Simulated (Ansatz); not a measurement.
# Sn on Ir(111), fcc start, 2x2 cell: work function, bands and core levels, part 4 of 4

Wanted: core-level shifts and unfolded surface bands for Sn on Ir(111), fcc start, 2x2 cell.

Ansatz 0.2.0; DFT, PBE, plane-wave PAW, scalar-relativistic; PAW set soft_1 (the session's first sound run).

So far, work function, upper face (eV): step 2 (the clean face, PBE) 5.48; step 3 (relaxation, PBE) 4.42; step 4 (layer-resolved bands, DOS and potential, PBE) 4.44; step 5 (with spin–orbit coupling, PBE spin-orbit) 4.43.

### Step 8. Z+1 stand-in on atom 5

System of this step: SnIr15Pt. The cell holds 17 atoms: 1 Sn, 15 Ir and 1 Pt. Its edges and angles: a = 5.473 Å, b = 5.473 Å, c = 23.453 Å, α = 90.0°, β = 90.0°, γ = 60.0°. It derives from Ir. Regions: ad, 1 atom (1 Sn); L1, 4 atoms (3 Ir and 1 Pt); L2, 4 atoms (4 Ir); L3, 4 atoms (4 Ir); rest, 4 atoms (4 Ir). Vacuum lies along c.

The same swap on atom 5.

input.yaml

```yaml
crystal:
  lattice:
    - [5.4730064864, 0.0, 0.0]
    - [2.7365032432, 4.7397626523, 0.0]
    - [0.0, 0.0, 23.4530366253]
  atoms:
    - { symbol: Sn, position: [0.1667464688, 0.1666667944, 0.6978795432] }
    - { symbol: Ir, position: [-0.0028606593, -0.0028577983, 0.6038581263] }
    - { symbol: Ir, position: [0.5057313565, -0.0028671772, 0.6038603939] }
    - { symbol: Ir, position: [-0.0028653742, 0.5057248884, 0.6038592629] }
    - { symbol: Pt, position: [0.5000067788, 0.5000000002, 0.6036674669] }
    - { symbol: Ir, position: [0.8341169509, 0.3329424819, 0.509855313] }
    - { symbol: Ir, position: [0.3329459487, 0.3329439954, 0.5098554491] }
    - { symbol: Ir, position: [0.833338011, 0.8333333317, 0.5072630719] }
    - { symbol: Ir, position: [0.3329451883, 0.8341134951, 0.5098553803] }
    - { symbol: Ir, position: [0.166666667, 0.166666667, 0.415056937] }
    - { symbol: Ir, position: [0.666666667, 0.166666667, 0.415056937] }
    - { symbol: Ir, position: [0.166666667, 0.666666667, 0.415056937] }
    - { symbol: Ir, position: [0.666666667, 0.666666667, 0.415056937] }
    - { symbol: Ir, position: [0.0, 0.0, 0.319788014] }
    - { symbol: Ir, position: [0.5, 0.0, 0.319788014] }
    - { symbol: Ir, position: [0.0, 0.5, 0.319788014] }
    - { symbol: Ir, position: [0.5, 0.5, 0.319788014] }
kpoints:
  mp_grid: { grid: [12, 12, 1] }
scf:
  occupations: { method: fermi_dirac, width: 0.05 }
  n_extra_bands: 16
hamiltonian:
  xc: pbe
  pseudopotentials: { kind: paw, azcp: { folder: soft_1 } }
output:
  forces: true
  write_potential: true
  volumetric_format: []
efield:
  axis: 3
  dipole_correction: true
```

On the command line:

```sh
> ansatz run input.yaml --threads 8 --pin off --max-ram 40960MiB --backend cuda --events-out ev --progress --plain --runs-dir out
```

Numbers of over 12 decimals in the logs are rounded to 6 here.

Output:

```text
[...]
Crystal: 17 atoms, lattice volume = 608.389 Å³
Basis set: ecut = 420 eV, 11785 PW (Γ), exchange–correlation on 80×80×320 points (8 copies of the dense FFT grid, shifted against one another)
Bands: 160, of which v1, the nominal top of the filled ones, is band 144 counted from 1 (143 counted from 0)
Symmetry: 1 space group operations
[...]
k-points: 74 of 144 (time reversal used)
[...]
SCF iter   1: F=—  HF=-197600.293167 eV  |F-HF|=—  |Δ(HF+E_count)|=         —  Δρ=5.54e-2  dr2=7.19e1  ethr=3.10e-3  p=0.000 e·Å  D=8.43e-8 V/Å  ΔV_dip=-0.00 eV  dr2_dipole=2.07e1  V_vac-E_F(+/−)=6.41/6.41 eV  ⟨swp⟩=8.0  Hψ=49421  notcnv=0
[...]
SCF iter   6: F=—  HF=-197595.795239 eV  |F-HF|=—  |Δ(HF+E_count)|=   6.18e-4  Δρ=4.49e-4  dr2=4.26e-3  ethr=9.21e-6  p=0.153 e·Å  D=4.55e-2 V/Å  ΔV_dip=-1.07 eV  dr2_dipole=4.52e-4  V_vac-E_F(+/−)=4.44/5.51 eV  ⟨swp⟩=2.4  Hψ=17145  notcnv=0  defer=5
[...]
SCF 1 converged in 11 iterations: F = -197595.792291 eV  dr2 = 6.29e-8
[...]
SCF converged after 11 iterations
[...]
```

It took 6.4 s on 1 × NVIDIA GB200 with 8 threads of Arm Neoverse V2, shared host; peak memory 1.6 GiB; 26 s of CPU time.

Numbers from this step:

```yaml
free_energy: -197595.7923 eV
energy_at_zero_smearing: -197595.7091 eV
smearing_term_ts: 0.1664 eV
fermi_energy: 7.107 eV
```

### Step 9. Z+1 stand-in on atom 10

System of this step: SnIr15Pt. The cell holds 17 atoms: 1 Sn, 15 Ir and 1 Pt. Cell: a = 5.473 Å, b = 5.473 Å, c = 23.453 Å, α = 90.0°, β = 90.0°, γ = 60.0°. It derives from Ir. Regions: ad, 1 atom (1 Sn); L1, 4 atoms (4 Ir); L2, 4 atoms (4 Ir); L3, 4 atoms (1 Pt and 3 Ir); rest, 4 atoms (4 Ir). Vacuum lies along c.

The same swap on atom 10.

Edit input.yaml of step 8 so:

```diff
@@ -10,3 +10,3 @@
     - { symbol: Ir, position: [-0.0028653742, 0.5057248884, 0.6038592629] }
-    - { symbol: Pt, position: [0.5000067788, 0.5000000002, 0.6036674669] }
+    - { symbol: Ir, position: [0.5000067788, 0.5000000002, 0.6036674669] }
     - { symbol: Ir, position: [0.8341169509, 0.3329424819, 0.509855313] }
@@ -15,3 +15,3 @@
     - { symbol: Ir, position: [0.3329451883, 0.8341134951, 0.5098553803] }
-    - { symbol: Ir, position: [0.166666667, 0.166666667, 0.415056937] }
+    - { symbol: Pt, position: [0.166666667, 0.166666667, 0.415056937] }
     - { symbol: Ir, position: [0.666666667, 0.166666667, 0.415056937] }
```

Output:

```text
[...]
Crystal: 17 atoms, lattice volume = 608.389 Å³
Basis set: ecut = 420 eV, 11785 PW (Γ), exchange–correlation on 80×80×320 points (8 copies of the dense FFT grid, shifted against one another)
Bands: 160, of which v1, the nominal top of the filled ones, is band 144 counted from 1 (143 counted from 0)
Symmetry: 1 space group operations
[...]
k-points: 74 of 144 (time reversal used)
[...]
SCF iter   1: F=—  HF=-197600.280366 eV  |F-HF|=—  |Δ(HF+E_count)|=         —  Δρ=5.77e-2  dr2=5.61e1  ethr=3.10e-3  p=0.000 e·Å  D=9.43e-8 V/Å  ΔV_dip=-0.00 eV  dr2_dipole=6.57e-1  V_vac-E_F(+/−)=6.43/6.43 eV  ⟨swp⟩=8.1  Hψ=49590  notcnv=0
[...]
SCF iter   6: F=—  HF=-197595.150043 eV  |F-HF|=—  |Δ(HF+E_count)|=   8.62e-5  Δρ=2.95e-4  dr2=1.55e-3  ethr=8.21e-6  p=0.161 e·Å  D=4.78e-2 V/Å  ΔV_dip=-1.12 eV  dr2_dipole=1.27e-4  V_vac-E_F(+/−)=4.43/5.55 eV  ⟨swp⟩=2.4  Hψ=17756  notcnv=0  defer=5
[...]
SCF 1 converged in 11 iterations: F = -197595.147305 eV  dr2 = 4.53e-8
[...]
SCF converged after 11 iterations
[...]
```

Wall time 6.7 s (1 × NVIDIA GB200 with 8 threads); peak memory 1.5 GiB.

This step gave:

```
free energy             : -197595.1473 eV
energy at zero smearing : -197595.0530 eV
smearing term TS        : 0.1886 eV
Fermi energy            : 7.116 eV
```

### Step 10. Shifts from the Z+1 runs

An atom with a screened core hole acts like the next element, so the difference of two such total energies is the shift between the two sites; positive is more bound. Shifts count from the last listed atom of each element.

```
atom   region  replaced by  shell meant  free energy (eV)  shift (eV)
 Ir3  layer 1           Pt           4f       -197595.694       -0.55
 Ir5  layer 1           Pt           4f       -197595.792       -0.64
Ir10  layer 3           Pt           4f       -197595.147       +0.00
```

The stand-in's nearest image is 5.5 Å away. The method gives no absolute levels and the same shift for every shell of an atom.

### Step 11. Outcome

| Quantity | Value |
| --- | --- |
| work function | 4.44 eV (other face 5.51 eV) |
| change from the clean face | -1.05 eV |
| Ir 5d centre of the filled part above −10 eV, from the plotted curve, layer 3 | -3.85 eV |
| Ir 5d centre of the filled part above −10 eV, from the plotted curve, layer 1 | -3.16 eV |
| Ir core shifts among the listed atoms, from the last listed one | -0.64 to +0.00 eV |

**Reading.** The Fermi level of Sn on Ir(111), fcc start, 2x2 cell lies 4.44 eV (other face 5.51 eV) below the vacuum, a change of -1.05 eV from the clean face. Only the strongest levels a point were stored, too few to count surface states. After relaxation Sn1 stands 2.21 Å above the top layer, bonded to 3 Ir atoms at 2.73 Å. The bare lower face differs from the lower face of the clean 1×1 slab by 0.01 eV, a measure of the error from mesh and slab. Core shifts by the Z+1 route: Ir -0.64 to +0.00 eV. Among the sites run, the most bound Ir 4f level is that of Ir10 (layer 3), bonded to 12 Ir; the least bound, 0.64 eV shallower, that of Ir5 (layer 1), bonded to 9 Ir. At 21.2 eV the valence spectrum has its highest listed peaks within 10.8 eV at 1.1 eV (Ir 5d), 2.0 eV (Ir 5d), 3.3 eV (Ir 5d), 4.9 eV (Ir 5d) and 6.2 eV (Ir 5d). At 1486.7 eV the valence spectrum has its highest listed peaks within 13 eV at 1.0 eV (Ir 5d), 2.0 eV (Ir 5d), 3.3 eV (Ir 5d), 4.8 eV (Ir 5d) and 6.2 eV (Ir 5d), and the deeper Sn 4d line at 20.9 eV is higher still (without the spin–orbit splitting that a measurement shows). The shell named is the one with most of the intensity, cross sections included, not always the one with most states there. With spin-orbit coupling on, the work function stays within 0.02 eV. Semilocal functionals put filled localised shells such as Sn 4d too near the top of the filled states. The slab's own atoms span 6.7 Å, so bulk bands appear as a few quantum-well levels, and states of the two faces can mix.

[Logs are printed without paths, hosts, clocks, repeated set-up lines and the standing remarks that a program may print on its own settings, such as how far it seeks lower states.]

[Hosts, paths, dates, database ids (printed as entryN), source tags and the programs' standing remarks are cut or masked in the printed files.]

[Maps of the electrostatic potential energy from Ansatz leave out the sawtooth potential of an applied field or a dipole correction, so their vacuum need not be flat; work functions include it.]
